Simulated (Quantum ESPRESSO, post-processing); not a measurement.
# Mo(100), 5 layers: vacuum convergence, part 3 of 3

Aim: how far one choice must go before the vacuum level and the energy of Mo(100), 5 layers stand still, and what it costs.

Quantum ESPRESSO 7.5; plane-wave DFT, PBE, SSSP efficiency pseudopotentials.

So far. Step 9 (Potential by pp.x): Counted from each run's own zero (the Fermi level), the vacuum level differs from the first run's by +1 meV.

**10. Self-consistent run: 10 Å of vacuum (continued)**

The program's own clock; routines nest. Time by routine:

```csv
routine,wall time (s),calls
PWSCF,11.6,1
electrons,10.33,1
c_bands,7.71,17
cegterg,6.79,68
h_psi,4.66,360
fftw,3.43,17326
vloc_psi,3.28,360
init_run,1.12,1
v_of_rho,0.9,18
sum_band,0.86,17
fft,0.79,215
calbec,0.75,376
mix_rho,0.71,17
h_psi:calbec,0.69,360
```

**11. Electrostatic potential**

The input, c8.pot.in:

```
&inputpp
  prefix = 'c8'
  outdir = './out'
  filplot = 'c8.pot.dat'
  plot_num = 11
/
```

Run with:

```bash
> OMP_NUM_THREADS=1 mpirun -n 4 pp.x -in c8.pot.in > c8.pot.out
```

Run time: 1.2 s. Hardware: 4 MPI ranks of AMD EPYC 9R45, shared host; peak memory 0.13 GiB.

Numbers from this step:

```
potential in the middle of the vacuum, over the Fermi level : 3.926 eV
```

Counted from each run's own zero (the Fermi level), the vacuum level differs from the first run's by +8 meV.

**12. Self-consistent run: 8 Å of vacuum**

The input, c10.in:

```
&control
  prefix = 'c10'
  outdir = './out'
  pseudo_dir = './pseudo'
  calculation = 'scf'
  tprnfor = .true.
/
&system
  ibrav = 0
  nat = 5
  ntyp = 1
  ecutwfc = 45
  ecutrho = 360
  occupations = 'smearing'
  smearing = 'mv'
  degauss = 0.02
/
&electrons
  conv_thr = 1e-07
  mixing_beta = 0.4
  electron_maxstep = 120
  mixing_mode = 'local-TF'
/
ATOMIC_SPECIES
  Mo  95.9500  Mo_ONCV_PBE-1.0.oncvpsp.upf
CELL_PARAMETERS angstrom
  3.15000000000000 0.00000000000000 0.00000000000000
  0.00000000000000 3.15000000000000 0.00000000000000
  0.00000000000000 0.00000000000000 14.30000000000000
ATOMIC_POSITIONS crystal
  Mo  0.000000000000 0.000000000000 0.279720279720
  Mo  0.500000000000 0.500000000000 0.389860139860
  Mo  0.000000000000 0.000000000000 0.500000000000
  Mo  0.500000000000 0.500000000000 0.610139860140
  Mo  0.000000000000 0.000000000000 0.720279720280
K_POINTS automatic
  8 8 1 0 0 0
```

Run with:

```bash
> OMP_NUM_THREADS=1 mpirun -n 4 pw.x -nk 4 -in c10.in > c10.out
```

Output:

```text
[banner, memory and clock lines left out]
Program PWSCF v.7.5 starts
[...]
Message from routine setup:
[...]
Message from routine setup:
[...]
number of electrons       =        70.00
     number of Kohn-Sham states=           42
     kinetic-energy cutoff     =      45.0000  Ry
     charge density cutoff     =     360.0000  Ry
[...]
number of k points=    15  Marzari-Vanderbilt smearing, width (Ry)=  0.0200
[...]
Dense  grid:   110295 G-vectors     FFT dimensions: (  36,  36, 180)
[...]
Starting wfcs are   50 randomized atomic wfcs
[...]
estimated scf accuracy    <       4.15438230 Ry
[...]
estimated scf accuracy    <       1.20802442 Ry
[...]
estimated scf accuracy    <       0.33428676 Ry
[...]
estimated scf accuracy    <       0.09321922 Ry
[...]
estimated scf accuracy    <       0.21176686 Ry
[...]
estimated scf accuracy    <       0.33904335 Ry
[...]
estimated scf accuracy    <       0.03150075 Ry
[...]
estimated scf accuracy    <       0.00125720 Ry
[...]
estimated scf accuracy    <       0.01528942 Ry
[...]
estimated scf accuracy    <       0.00542445 Ry
[...]
estimated scf accuracy    <       0.00012336 Ry
[...]
estimated scf accuracy    <       0.00003253 Ry
[...]
estimated scf accuracy    <       0.00009407 Ry
[...]
estimated scf accuracy    <       0.00005462 Ry
[...]
estimated scf accuracy    <       0.00000565 Ry
[...]
estimated scf accuracy    <       0.00000013 Ry
[...]
estimated scf accuracy    <       0.00000039 Ry
[...]
estimated scf accuracy    <       0.00000016 Ry
[...]
the Fermi energy is    10.0441 ev
!    total energy              =    -685.40837484 Ry
     estimated scf accuracy    <       0.00000002 Ry
     smearing contrib. (-TS)   =      -0.00311363 Ry
     internal energy E=F+TS    =    -685.40526121 Ry
[...]
one-electron contribution =   -1716.47416242 Ry
     hartree contribution      =     871.13642615 Ry
     xc contribution           =     -77.80472134 Ry
     ewald contribution        =     237.73719641 Ry
     convergence has been achieved in  19 iterations
[...]
Total force =     0.103525     Total SCF correction =     0.000783
[...]
```

Elapsed: 12 s, on 4 MPI ranks; peak memory 0.47 GiB; 48 s of CPU time.

Read from the output:

* free energy: -9325.4560 eV
* Fermi energy: 10.04 eV

The program's own clock; routines nest. Time by routine:

```
  routine  wall time (s)  calls
    PWSCF          11.44      1
electrons           9.61      1
  c_bands           7.19     19
  cegterg           6.25     76
    h_psi           4.43    411
     fftw           3.24  18946
 vloc_psi           3.14    411
 init_run            1.7      1
 v_of_rho           0.93     20
      fft           0.88    239
 sum_band           0.78     19
   calbec           0.69    427
   hinit0           0.66      1
     ffts           0.66    767
```

**13. Electrostatic potential**

The input, c10.pot.in:

```
&inputpp
  prefix = 'c10'
  outdir = './out'
  filplot = 'c10.pot.dat'
  plot_num = 11
/
```

Run with:

```bash
> OMP_NUM_THREADS=1 mpirun -n 4 pp.x -in c10.pot.in > c10.pot.out
```

It took 1.1 s on 4 MPI ranks; peak memory 0.13 GiB; 3.8 s of CPU time.

Read from the output:

```
potential in the middle of the vacuum, over the Fermi level : 3.957 eV
```

Counted from each run's own zero (the Fermi level), the vacuum level differs from the first run's by +39 meV.

**14. The series side by side**

All levels:

| level | vacuum level over the Fermi level (eV) | its change from the first (meV) | energy from the first (meV an atom) | SCF iterations | wall time (s) | peak memory (GiB) | CPU time (s) |
| --- | --- | --- | --- | --- | --- | --- | --- |
| 24 Å of vacuum | 3.917 | 0 | 0 | 25 | 31.13 | 0.78 | 123.7 |
| 18 Å of vacuum | 3.916 | -1.1 | 5.44e-4 | 19 | 20.08 | 0.66 | 79.48 |
| 14 Å of vacuum | 3.919 | 1.408 | -0.001007 | 18 | 16.47 | 0.64 | 65.08 |
| 12 Å of vacuum | 3.919 | 1.299 | -0.01102 | 18 | 13.56 | 0.54 | 53.43 |
| 10 Å of vacuum | 3.926 | 8.269 | -0.0871 | 17 | 12.26 | 0.5 | 48.22 |
| 8 Å of vacuum | 3.957 | 39.04 | -0.6124 | 19 | 12.1 | 0.47 | 47.58 |

**15. What came out**

| Quantity | Value |
| --- | --- |
| vacuum level over the Fermi level, 24 Å of vacuum | 3.917 eV |
| cheapest step of the main series that, with all steps before it, keeps the vacuum level within 20 meV of the first | 10 Å of vacuum: +8 meV, 48 s of CPU time against 2.1 min |
| setting with the largest shift of the level | 8 Å of vacuum: +39 meV |

What this shows: The cheapest step of the main series that, with all steps before it, keeps the vacuum level within 20 meV of the first is 10 Å of vacuum: +8 meV, 48 s of CPU time against 2.1 min. Over the series the energy moves by up to 0.612 meV an atom and the vacuum level by up to 39 meV. The level is read in the middle of the vacuum, where a short gap still holds the tails of both faces. The times come from a shared host and are rough. Peak memory is sampled during the run and can miss the peak. The geometry is as built, not relaxed.

[Logs are printed without paths, hosts, clocks, repeated set-up lines and the standing remarks that a program may print on its own settings, such as how far it seeks lower states.]

[Hosts, paths, dates, database ids (printed as entryN), source tags and the programs' standing remarks are cut or masked in the printed files.]

[Maps of the electrostatic potential energy from Ansatz leave out the sawtooth potential of an applied field or a dipole correction, so their vacuum need not be flat; planar profiles and work functions include it.]
